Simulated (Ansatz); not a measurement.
# Is Hf-Sc stack of (100) layers a stable metal?

The plan: relax Hf-Sc stack of (100) layers, check its phonons, and, if the lattice is stable, compute its Eliashberg function and ρ(T).

Program: Ansatz 0.2.0. Level of theory: DFT LDA, scalar-relativistic, plane waves, PAW; PAW set soft_1. Results are calculated unless marked as measured.

### 1. Starting point

The cell holds 2 atoms: 1 Hf and 1 Sc. Cell: a = 3.283 Å, b = 3.283 Å, c = 13.322 Å, α = 90.0°, β = 90.0°, γ = 90.0°. Vacuum lies along c.

### 2. Rough relaxation

Large forces or a large pressure at the start call for a first relaxation with loose thresholds.

input.yaml reads:

```yaml
crystal:
  lattice:
    - [3.28344, 0.0, 0.0]
    - [0.0, 3.28344, 0.0]
    - [0.0, 0.0, 13.32174]
  atoms:
    - { symbol: Hf, position: [0.0, 0.0, 0.41285886] }
    - { symbol: Sc, position: [0.5, 0.5, 0.58714114] }
  periodic: [true, true, false]
kpoints:
  mp_grid: { grid: [6, 6, 1] }
hamiltonian:
  xc: lda
  pseudopotentials: { kind: paw, azcp: { folder: soft_1 }, xc_functional: pbe }
scf:
  occupations: { method: gaussian, width: 0.1 }
output:
  forces: true
  stress: true
  eigenvalues: true
relax:
  adjacent_minimum: "off"
  f_tol: 0.05
  max_steps: 80
  cell: { stress_2d_tol: 0.02 }
```

The run is started by

```sh
ansatz run input.yaml --threads 8 --pin off --max-ram 20480MiB --backend cpu --events-out ev --progress --plain --runs-dir out
```

Numbers of over 12 decimals in the logs are rounded to 6 here.

Output:

```text
Warning: crystal.periodic: the lattice vector that does not repeat stood 0.000° off the slab's normal, 13.322 Å along it as the deck builds it. The run solves the slab on a vector along the normal, 28.443 Å long, with every atom where it was (on the deck's vector they left 11.00 Å outside them, and the widest stretch free of ions among them is 2.32 Å). A fractional position that the run reports is one of the run's ce [...]
The last accepted step is kept in <dir> (removed where the run ends without a failure and the disk answers)
crystal.periodic: the lattice vector that does not repeat stood 0.000° off the slab's normal, 13.322 Å along it as the deck builds it. The run solves the slab on a vector along the normal, 28.443 Å long, with every atom where it was (on the deck's vector they left 11.00 Å outside them, and the widest stretch free of ions among them is 2.32 Å). A fractional position that the run reports is one of the run's cell, which [...]
Engine: ansatz 0.2.0, aarch64-unknown-linux-gnu
Pseudopotentials: kind: paw
Pseudopotential: Hf, paw, valence charge 26, recommended cutoff 420 eV (normal), soft_1/Hf.paw.azcp
Pseudopotential: Sc, paw, valence charge 11, recommended cutoff 420 eV (normal), soft_1/Sc.paw.azcp
Functional definition: SPW92
  exchange = slater_x
  correlation = pw_c
Crystal: 2 atoms, lattice volume = 306.649 Å³
Basis set: ecut = 420 eV, 6055 PW (Γ)
Bands: 23, of which v1, the nominal top of the filled ones, is band 19 counted from 1 (18 counted from 0)
Symmetry: 8 space group operations
Space group: P4mm (ITA 99), of the structure as read, at distance tolerance 6.7e-5 Å
k-points: 10 of 36
Non-local potential: Hf, projectors of the file, l = 0: 3, l = 1: 2, l = 2: 2, l = 3: 3
Non-local potential: Sc, projectors of the file, l = 0: 3, l = 1: 2, l = 2: 3, l = 3: 1
PAW form: soft (Blöchl's): semilocal exchange-correlation on the pseudo side does not see the compensation charge
PAW frozen core: Hf, regenerated for the run's functional, and the local potential with it (the file was generated under x = pbe(κ = 0.804, μ = 0.219515), c = pbe(β = 0.066725))
PAW frozen core: Sc, regenerated for the run's functional, and the local potential with it (the file was generated under x = pbe(κ = 0.804, μ = 0.219515), c = pbe(β = 0.066725))
PAW one-centre angular grid: Hf, 590 points (default); XC on 64 Gauss nodes
PAW one-centre angular grid: Sc, 590 points (default); XC on 64 Gauss nodes
Initial density: superposition of atomic densities (neutral atoms: chi_scale 0, normalization atom)
Initial wavefunctions: pseudopotential atomic-orbital guess
Functional: x = slater, c = lda
SCF iter   1: F=—  HF=-17565.657589 eV  |F-HF|=—  |Δ(HF+E_count)|=         —  Δρ=1.98e-2  dr2=8.88e0  ethr=3.10e-3  ⟨swp⟩=9.5  Hψ=1315  notcnv=0
preconditioner: auto → LDOS  [insulator: Δε(μ)=0.275 eV  Ē_g=9.806 eV  σ=0.100 eV  W_gap=0.51  n_scr=20 (ndim 8)  ℏωp=9.7 eV  f_vac=0.740  D(μ)=3.50/eV (n_scr^D=12)  ε∞_Penn≈2.0  β→1.0]
SCF iter   2: F=—  HF=-17563.960402 eV  |F-HF|=—  |Δ(HF+E_count)|=    1.70e0  Δρ=1.31e-2  dr2=1.21e0  ethr=3.10e-3  ⟨swp⟩=4.3  Hψ=627  notcnv=0
SCF iter   3: F=—  HF=-17563.905041 eV  |F-HF|=—  |Δ(HF+E_count)|=   5.54e-2  Δρ=7.21e-3  dr2=8.56e-1  ethr=3.10e-3  ⟨swp⟩=4.7  Hψ=566  notcnv=0  defer=2
SCF iter   4: F=—  HF=-17563.830060 eV  |F-HF|=—  |Δ(HF+E_count)|=   7.50e-2  Δρ=3.06e-3  dr2=2.29e-1  ethr=2.31e-3  ⟨swp⟩=2.1  Hψ=349  notcnv=0
SCF iter   5: F=—  HF=-17563.798454 eV  |F-HF|=—  |Δ(HF+E_count)|=   3.16e-2  Δρ=1.14e-3  dr2=2.60e-2  ethr=6.18e-4  ⟨swp⟩=2.4  Hψ=395  notcnv=0
SCF iter   6: F=—  HF=-17563.799250 eV  |F-HF|=—  |Δ(HF+E_count)|=   7.96e-4  Δρ=4.88e-4  dr2=1.28e-3  ethr=7.04e-5  ⟨swp⟩=2.4  Hψ=398  notcnv=0
SCF iter   7: F=—  HF=-17563.799619 eV  |F-HF|=—  |Δ(HF+E_count)|=   3.69e-4  Δρ=3.94e-4  dr2=1.72e-3  ethr=3.45e-6  ⟨swp⟩=3.1  Hψ=498  notcnv=0
SCF iter   8: F=—  HF=-17563.799489 eV  |F-HF|=—  |Δ(HF+E_count)|=   1.30e-4  Δρ=2.01e-4  dr2=6.47e-4  ethr=3.45e-6  ⟨swp⟩=2.3  Hψ=394  notcnv=0
SCF iter   9: F=—  HF=-17563.799422 eV  |F-HF|=—  |Δ(HF+E_count)|=   6.68e-5  Δρ=5.18e-5  dr2=2.13e-5  ethr=1.75e-6  ⟨swp⟩=2.6  Hψ=395  notcnv=0
SCF iter  10: F=—  HF=-17563.799485 eV  |F-HF|=—  |Δ(HF+E_count)|=   6.27e-5  Δρ=2.92e-5  dr2=9.40e-6  ethr=5.75e-8  ⟨swp⟩=3.3  Hψ=533  notcnv=0
SCF iter  11: F=—  HF=-17563.799485 eV  |F-HF|=—  |Δ(HF+E_count)|=   6.52e-7  Δρ=1.67e-5  dr2=1.58e-6  ethr=2.54e-8  ⟨swp⟩=1.5  Hψ=264  notcnv=0
SCF iter  12: F=—  HF=-17563.799485 eV  |F-HF|=—  |Δ(HF+E_count)|=   6.82e-9  Δρ=4.89e-6  dr2=1.22e-7  ethr=4.28e-9  ⟨swp⟩=2.2  Hψ=401  notcnv=0
SCF iter  13: F=-17563.799485 eV  HF=-17563.799485 eV  |F-HF|=1.27e-9  |Δ(HF+E_count)|=   2.14e-8  Δρ=1.81e-6  dr2=1.32e-8  ethr=2.70e-10  ⟨swp⟩=10.2  Hψ=1398  notcnv=0
SCF 1 converged in 13 iterations: F = -17563.799485 eV  dr2 = 1.32e-8
  greatest PAW one-centre occupation: 0.998 electrons in one spin orbital (limit 2), on the Sc atom at site 1 (counted from 0), in its partial waves of l = 0
relax step   1: F+E_penalty+E_count = -17563.79948522 eV  Δ(F+E_penalty+E_count) = +0.000e0 eV  max|allowed force component| = 1.972e0 eV/Å  Δτ_max = 0.0000 Å  P = -7.669 N/m  Ω = 306.649 Å³  fix = [c, alpha, beta]  reactions: c -0.000 N/m  (13 SCF iters, dr2 threshold 1.00e-7 eV, accepted)
Crystal: 2 atoms, lattice volume = 298.492 Å³
Basis set: ecut = 420 eV, 5879 PW (Γ)
Initial density: handed on by an earlier stage of this run
Initial wavefunctions: those handed on with the density
iter 1 solved again at ethr=2.94e-3 eV; its pass at ethr=3.10e-3 eV (dr2=1.09e0 eV) is discarded
SCF iter   1: F=—  HF=-17564.576888 eV  |F-HF|=—  |Δ(HF+E_count)|=         —  Δρ=9.32e-3  dr2=1.12e0  ethr=2.94e-3  ⟨swp⟩=2.0  Hψ=1625  notcnv=0
preconditioner: auto → LDOS  [metal: Δε(μ)=0.057 eV  Ē_g=10.076 eV  σ=0.100 eV  W_gap=0.30  n_scr=16 (ndim 8)  ℏωp=9.8 eV  f_vac=0.766  D(μ)=3.23/eV (n_scr^D=12)  β→1.0]
SCF iter   2: F=—  HF=-17564.425137 eV  |F-HF|=—  |Δ(HF+E_count)|=   1.52e-1  Δρ=5.59e-3  dr2=3.64e-1  ethr=2.94e-3  ⟨swp⟩=4.0  Hψ=408  notcnv=0
SCF iter   3: F=—  HF=-17564.401122 eV  |F-HF|=—  |Δ(HF+E_count)|=   2.40e-2  Δρ=1.96e-3  dr2=4.98e-2  ethr=9.83e-4  ⟨swp⟩=4.6  Hψ=560  notcnv=0  defer=1
SCF iter   4: F=—  HF=-17564.394921 eV  |F-HF|=—  |Δ(HF+E_count)|=   6.20e-3  Δρ=7.79e-4  dr2=9.26e-3  ethr=1.35e-4  ⟨swp⟩=3.0  Hψ=486  notcnv=0
SCF iter   5: F=—  HF=-17564.394933 eV  |F-HF|=—  |Δ(HF+E_count)|=   1.17e-5  Δρ=3.70e-4  dr2=1.05e-3  ethr=2.50e-5  ⟨swp⟩=2.3  Hψ=352  notcnv=0
[...]
SCF iter   7: F=—  HF=-17564.626689 eV  |F-HF|=—  |Δ(HF+E_count)|=   2.63e-5  Δρ=2.83e-5  dr2=3.65e-6  ethr=9.19e-8  ⟨swp⟩=2.4  Hψ=334  notcnv=0
SCF iter   8: F=—  HF=-17564.626697 eV  |F-HF|=—  |Δ(HF+E_count)|=   8.64e-6  Δρ=1.00e-5  dr2=5.11e-7  ethr=9.87e-9  ⟨swp⟩=3.2  Hψ=477  notcnv=0
SCF iter   9: F=-17564.626699 eV  HF=-17564.626699 eV  |F-HF|=3.93e-8  |Δ(HF+E_count)|=   1.98e-6  Δρ=2.97e-6  dr2=8.81e-8  ethr=5.41e-10  ⟨swp⟩=10.1  Hψ=1337  notcnv=0
SCF 3 converged in 9 iterations: F = -17564.626699 eV  dr2 = 8.81e-8
relax step   3: F+E_penalty+E_count = -17564.62669934 eV  Δ(F+E_penalty+E_count) = -2.316e-1 eV  max|allowed force component| = 3.228e-1 eV/Å  Δτ_max = 0.0058 Å  P = -2.101 N/m  Ω = 269.722 Å³  energy of the carried Pulay correction = +6.233e-4 eV  fix = [c, alpha, beta]  reactions: c -0.000 N/m  (9 SCF iters, dr2 threshold 2.00e-7 eV, accepted)
[...]
relax step   4: F+E_penalty+E_count = -17564.67236527 eV  Δ(F+E_penalty+E_count) = -4.567e-2 eV  max|allowed force component| = 2.898e-1 eV/Å  Δτ_max = 0.0832 Å  P = +1.121 N/m  Ω = 242.326 Å³  energy of the carried Pulay correction = +1.140e-3 eV  fix = [c, alpha, beta]  reactions: c +0.000 N/m  (10 SCF iters, dr2 threshold 2.00e-7 eV, accepted)
[...]
relax step   5: F+E_penalty+E_count = -17564.69120501 eV  Δ(F+E_penalty+E_count) = -1.884e-2 eV  max|allowed force component| = 1.274e-2 eV/Å  Δτ_max = 0.0356 Å  P = -0.204 N/m  Ω = 252.005 Å³  energy of the carried Pulay correction = +9.517e-4 eV  fix = [c, alpha, beta]  reactions: c -0.000 N/m  (9 SCF iters, dr2 threshold 2.00e-7 eV, accepted)
[...]
relax step   6: F+E_penalty+E_count = -17564.69156674 eV  Δ(F+E_penalty+E_count) = -3.617e-4 eV  max|allowed force component| = 7.743e-4 eV/Å  Δτ_max = 0.0027 Å  P = -0.022 N/m  Ω = 250.777 Å³  energy of the carried Pulay correction = +9.752e-4 eV  fix = [c, alpha, beta]  reactions: c -0.000 N/m  (8 SCF iters, dr2 threshold 6.82e-8 eV, accepted)
[...]
relax step   7: F+E_penalty+E_count = -17564.69157238 eV  Δ(F+E_penalty+E_count) = -5.644e-6 eV  max|allowed force component| = 5.200e-4 eV/Å  Δτ_max = 0.0001 Å  P = +0.001 N/m  Ω = 250.644 Å³  energy of the carried Pulay correction = +9.778e-4 eV  fix = [c, alpha, beta]  reactions: c +0.000 N/m  (7 SCF iters, dr2 threshold 8.26e-10 eV, accepted)
Initial wavefunctions: pseudopotential atomic-orbital guess (no wavefunctions were taken with the density)
iter 1 solved again at ethr=3.38e-6 eV; its pass at ethr=3.10e-3 eV (dr2=1.25e-3 eV) is discarded
SCF iter   1: F=—  HF=-17564.690895 eV  |F-HF|=—  |Δ(HF+E_count)|=         —  Δρ=4.54e-5  dr2=6.63e-7  ethr=3.38e-6  ⟨swp⟩=4.1  Hψ=2116  notcnv=0
eigensolver tolerance schedule: the retry pair's looser diagonalisation over-reported the residual by 1885.58 of it (diagonalisation noise at an unbounded share of the residual, at the tolerance the schedule requests for it); recorded, not acted on — ethr = c·dr2/N_el stays at c = 1.0e-1
SCF iter   2: F=—  HF=-17564.690899 eV  |F-HF|=—  |Δ(HF+E_count)|=   3.91e-6  Δρ=5.36e-5  dr2=1.55e-5  ethr=1.79e-9  ⟨swp⟩=5.6  Hψ=927  notcnv=0
SCF iter   3: F=—  HF=-17564.690892 eV  |F-HF|=—  |Δ(HF+E_count)|=   7.75e-6  Δρ=1.04e-5  dr2=2.88e-7  ethr=1.79e-9  ⟨swp⟩=4.1  Hψ=628  notcnv=0
SCF iter   4: F=—  HF=-17564.690892 eV  |F-HF|=—  |Δ(HF+E_count)|=   1.16e-7  Δρ=4.42e-6  dr2=1.26e-7  ethr=7.79e-10  ⟨swp⟩=3.2  Hψ=527  notcnv=0
SCF iter   5: F=—  HF=-17564.690892 eV  |F-HF|=—  |Δ(HF+E_count)|=   1.30e-8  Δρ=2.47e-6  dr2=6.25e-8  ethr=3.41e-10  ⟨swp⟩=3.0  Hψ=462  notcnv=0
SCF iter   6: F=—  HF=-17564.690892 eV  |F-HF|=—  |Δ(HF+E_count)|=   7.02e-9  Δρ=7.48e-7  dr2=4.64e-9  ethr=1.69e-10  ⟨swp⟩=2.4  Hψ=406  notcnv=0
SCF iter   7: F=—  HF=-17564.690892 eV  |F-HF|=—  |Δ(HF+E_count)|=  1.35e-10  Δρ=2.03e-7  dr2=1.43e-10  ethr=1.26e-11  ⟨swp⟩=3.4  Hψ=503  notcnv=0
SCF iter   8: F=—  HF=-17564.690892 eV  |F-HF|=—  |Δ(HF+E_count)|=  9.82e-11  Δρ=8.16e-8  dr2=2.54e-11  ethr=1.00e-12  ⟨swp⟩=2.3  Hψ=343  notcnv=0
SCF iter   9: F=—  HF=-17564.690892 eV  |F-HF|=—  |Δ(HF+E_count)|=  7.28e-12  Δρ=2.65e-8  dr2=4.65e-12  ethr=1.00e-12  ⟨swp⟩=1.2  Hψ=235  notcnv=0
SCF iter  10: F=—  HF=-17564.690892 eV  |F-HF|=—  |Δ(HF+E_count)|=  4.73e-11  Δρ=2.44e-8  dr2=2.66e-12  ethr=1.00e-12  ⟨swp⟩=11.8  Hψ=1639  notcnv=0
SCF iter  11: F=-17564.690892 eV  HF=-17564.690892 eV  |F-HF|=5.09e-11  |Δ(HF+E_count)|=  1.46e-11  Δρ=7.07e-9  dr2=1.68e-13  ethr=1.00e-12  ⟨swp⟩=7.0  Hψ=1105  notcnv=0
SCF 8 converged in 11 iterations: F = -17564.690892 eV  dr2 = 1.68e-13
relax step   8: F+E_penalty+E_count = -17564.69089167 eV  Δ(F+E_penalty+E_count) = +6.807e-4 eV  max|allowed force component| = 8.536e-4 eV/Å  Δτ_max = 0.0000 Å  P = -0.003 N/m  Ω = 250.644 Å³  fix = [c, alpha, beta]  reactions: c -0.000 N/m  stress off target by 3.26e-3 N/m on what of the cell is left free  SCF on the basis re-selected at this cell (its energy is not comparable with the rows above)  (11 SCF iters)
basis re-selected at this cell: Δ(F+E_penalty+E_count) = +6.807e-4 eV, ΔP = -0.004 N/m vs the last step (what re-selecting the basis moved, of the pressure what is left beyond the Pulay correction that the steps carried, after the strain that the cell walked since its last selection, with what the two solves' SCF thresholds leave and, on support functions, any second-order correction that the steps lacked; it is no measure of the basis error at this ecutwfc). The dense FFT grid was sized anew with the basis: this SCF ran on 20×20×192 points, the steps before it on 24×24×192, so part of this shift can come from that change (see relax.cell in the input reference). [rest of the remark cut]
SCF converged after 11 iterations
Free energy (F): -17564.690892 eV
Harris-Foulkes:  -17564.690892 eV  (|F-HF|=5.09e-11)
Internal energy: -17564.664510 eV  (E = F + TS)
E sigma→0 (E₀):  -17564.677701 eV
Entropy (-TS):   -0.026382 eV (-13.191 meV/atom)
Fermi energy:    -3.891440 eV
--- Per-component energies (eV) ---
  E_band       = -877.752075
  E_kinetic    = 623.493298
  E_local      = -90938.654105  (includes V_loc(G=0)·N_el)
  E_nonlocal   = 216.961914
  E_hartree    = 44909.648172
  E_xc         = -349.761422
  E_vxc        = -360.538620  (∫ρ·V_xc dr)
  E_paw        = -8397.790027  (= ΣΔE_a)
  E_vpaw       = -238.311049  (= ΣTr[D̂ρ^β])
  E_aug_tail   = 0.000134  (compensation charges beyond the density's cutoff)
  E_ewald      = 36368.675514
  E_core_change = 2.762011  (= ΣΔE_core)
  E_smearing   = -0.026382  (= −TS)
  E_closure    = 0.000000  (closes the sum)
  Σ components = -17564.690892   (vs F -17564.690892, Δ=0.00e0)
--- Forces (eV/Å), atoms counted from 1 ---
  atom   1  Hf     0.00000000     0.00000000    -0.00081749
  atom   2  Sc     0.00000000     0.00000000     0.00088966
  max |Σ_I F_I| component: 7.22e-5 eV/Å
--- 2D stress c σ (N/m, compression-positive) ---
       -0.003264      -0.000000      -0.000000
       -0.000000      -0.003264       0.000000
       -0.000000       0.000000      -0.000000
  P = ½ c Tr σ = -0.0033 N/m
--- Band table (eV; the first three rows and the last of 10) ---
  k-point 0: bands = [... 15 lower, -9.1904, -6.7539, -5.2565, -4.1982, -3.3804, -3.0760, -1.2827, -1.2827]
  k-point 1: bands = [... 15 lower, -8.5124, -6.2653, -4.7758, -4.0279, -3.3847, -2.6595, -1.5300, -1.2386]
  k-point 2: bands = [... 15 lower, -7.0537, -5.5944, -3.9564, -3.6352, -3.3237, -2.1566, -1.4205, -1.3741]
  k-point 9: bands = [... 15 lower, -6.2417, -5.3637, -4.5890, -4.5890, -1.3797, -1.3797, -0.3299, 0.1020]
--- Relaxed structure (7 steps of the walk, 7 accepted, 1 SCFs on fresh bases) ---
  F+E_penalty+E_count = -17564.69089167 eV   max|allowed force component| = 8.536e-4 eV/Å   (the final SCF, on the basis selected at the relaxed cell)
  cell:  # Å, volume = 250.6438 Å³
    - [2.968500, 0, 0]
    - [0, 2.968500, 0]
    - [0, 0, 28.443486]
  atoms:
    - { symbol: Hf, position: [8.213048252865538e-18, 0, 0.198246] }
    - { symbol: Sc, position: [0.500000, 0.500000, 0.270113] }
```

Run time: 9.6 s. Hardware: 8 threads of Arm Neoverse V2, shared host; peak memory 0.72 GiB; 61 s of CPU time.

Step by step:

```tsv
step	energy less that of the first step (eV)	largest force component (eV/Å)	volume (Å³)
1	0.0000	1.9723	306.65
2	-0.5956	0.2007	298.49
3	-0.8272	0.3228	269.72
4	-0.8729	0.2898	242.33
5	-0.8917	0.0127	252.00
6	-0.8921	0.0008	250.78
7	-0.8921	0.0005	250.64
8*	-0.8914	0.0009	250.64
```

Relaxation steps marked * repeat the geometry before them on a plane-wave basis chosen anew for their cell, so energy and pressure can jump there.

The run keeps the 8 symmetry operations that it works with, so distortions that break them were not tested.

```tsv
cell as run	before	after	change
a (Å)	3.283	2.968	-9.6 %
b (Å)	3.283	2.968	-9.6 %
```

The atoms that moved most (Å, along periodic axes as changes of fractional coordinates times the final cell, across vacuum about the mean position):

```tsv
atom	dx	dy	dz	length
Hf1	0.000	0.000	0.139	0.139
Sc2	0.000	0.000	-0.139	0.139
```

The relaxed structure:

```xyz
2
Lattice="2.9685 0.0000 0.0000 0.0000 2.9685 0.0000 0.0000 0.0000 28.4435" Properties=species:S:1:pos:R:3
Hf    0.0000    0.0000    5.6388
Sc    1.4842    1.4842    7.6829
```

Numbers from this step:

```
metallic on mesh  : yes
gap on the k-mesh : 0 eV
```

The relaxation ends with a largest force component of 8.5e-4 eV/Å.

### 3. Relaxation

Lattice constant and positions set the bands and the force constants, so the cell is relaxed first.

input.yaml, the sections that differ from step 2:

```yaml
crystal:
  lattice:
    - [2.9684998476, 0.0, 0.0]
    - [0.0, 2.9684998476, 0.0]
    - [0.0, 0.0, 28.4434864415]
  atoms:
    - { symbol: Hf, position: [0.0, 0.0, 0.1982456346] }
    - { symbol: Sc, position: [0.5, 0.5, 0.2701125615] }
  periodic: [true, true, false]
kpoints:
  mp_grid: { grid: [10, 10, 1] }
output:
  forces: true
  stress: true
  eigenvalues: true
  write_density: true
  write_potential: true
  elf: true
  volumetric_format: npy
relax:
  adjacent_minimum: "off"
  f_tol: 0.005
  max_steps: 80
  cell: { stress_2d_tol: 0.02 }
# hamiltonian, scf: as in step 2
```

Output:

```text
[the first part of the log is left out]
  E_xc         = -349.801429
  E_vxc        = -360.588374  (∫ρ·V_xc dr)
  E_paw        = -8397.826999  (= ΣΔE_a)
  E_vpaw       = -238.405385  (= ΣTr[D̂ρ^β])
  E_aug_tail   = 0.000135  (compensation charges beyond the density's cutoff)
  E_ewald      = 36373.103471
  E_core_change = 2.762011  (= ΣΔE_core)
  E_smearing   = -0.019151  (= −TS)
  E_closure    = -0.000000  (closes the sum)
  Σ components = -17564.680322   (vs F -17564.680322, Δ=0.00e0)
--- Forces (eV/Å), atoms counted from 1 ---
  atom   1  Hf     0.00000000     0.00000000     0.00060367
  atom   2  Sc    -0.00000000     0.00000000    -0.00051358
  max |Σ_I F_I| component: 9.01e-5 eV/Å
--- 2D stress c σ (N/m, compression-positive) ---
        0.002786       0.000000      -0.000000
        0.000000       0.002786       0.000000
       -0.000000       0.000000       0.000000
  P = ½ c Tr σ = 0.0028 N/m
--- Band table (eV; the first three rows and the last of 21) ---
[...]
--- Relaxed structure (3 steps of the walk, 2 accepted, 1 SCFs on fresh bases) ---
[...]
cell:  # Å, volume = 250.7191 Å³
    - [2.968946, 0.0, 0]
    - [0.0, 2.968946, 0.0]
    - [0, 0.0, 28.4434864415]
  atoms:
    - { symbol: Hf, position: [0, 0.0, 0.198349] }
    - { symbol: Sc, position: [0.5, 0.5, 0.270009] }
```

Elapsed: 8.8 s, on 8 threads; peak memory 0.69 GiB; 64 s of CPU time.

Little changed from the start: no atom moved by 0.005 Å and no cell edge by 0.1 %.

Valence density in the ca plane at fractional y = 0.000, with atoms of Hf within 0.2 Å of it. It is the smooth field of the valence electrons, not physical close to the nuclei.

Ten steps, logarithmic in the rise over the least value, from '0' (0 e/Å³) to '9' (44 e/Å³), each cell a mean:
```
00000000000002698520000000000000000000000000
00000000000001355210000000000000000000000000
00000000000000111110000000000000000000000000
00000000000000001100000000000000000000000000
00000000000000011110000000000000000000000000
00000000000001233210000000000000000000000000
00000000000002577410000000000000000000000000
00000000000003799621000000000000000000000000
```
Columns run along c (16.0 Å, from fractional 0.00 to 0.56 of the cell), rows up along a (3.0 Å). Atoms in or near the plane, at fractional coordinates: Hf at (0.20, 0.00).

ELF in the ca plane at fractional y = 0.000, with atoms of Hf within 0.2 Å of it. It is the smooth field of the valence electrons, not physical close to the nuclei.

Values, 5 rows by 16 columns, each cell a mean:
```
0.00 0.00 0.03 0.11 0.18 0.76 0.48 0.55 0.72 0.51 0.17 0.03 0.00 0.00 0.00 0.00
0.00 0.00 0.04 0.16 0.20 0.30 0.37 0.43 0.33 0.34 0.13 0.02 0.00 0.00 0.00 0.00
0.00 0.00 0.04 0.18 0.29 0.20 0.56 0.37 0.18 0.27 0.12 0.02 0.00 0.00 0.00 0.00
0.00 0.00 0.03 0.14 0.17 0.47 0.35 0.48 0.47 0.39 0.15 0.03 0.00 0.00 0.00 0.00
0.00 0.00 0.03 0.11 0.20 0.80 0.53 0.56 0.78 0.54 0.18 0.03 0.00 0.00 0.00 0.00
```
Columns run along c (16.0 Å, from fractional 0.00 to 0.56 of the cell), rows up along a (3.0 Å). Atoms in or near the plane, at fractional coordinates: Hf at (0.20, 0.00).

Electrostatic potential energy in the ca plane at fractional y = 0.000, with atoms of Hf within 0.2 Å of it. With pseudopotentials it is smooth inside the atoms' cores, unlike the true potential.

Ten even steps from '0' (-33 eV) to '9' (0 eV), each cell a mean:
```
99999999999862000048999999999999999999999999
99999999999975100268999999999999999999999999
99999999999987645688888899999999999999999999
99999999999998777899888889999999999999999999
99999999999988766889888899999999999999999999
99999999999986312478988999999999999999999999
99999999999873000058999999999999999999999999
99999999999862021037999999999999999999999999
```
Columns run along c (16.0 Å, from fractional 0.00 to 0.56 of the cell; values clipped at the 3rd and 97th percentile), rows up along a (3.0 Å). Atoms in or near the plane, at fractional coordinates: Hf at (0.20, 0.00).

[end of part 1 of 3]

[Logs are printed without paths, hosts, clocks, repeated set-up lines and the standing remarks that a program may print on its own settings, such as how far it seeks lower states.]

[Hosts, paths, dates, database ids (printed as entryN), source tags and the programs' standing remarks are cut or masked in the printed files.]
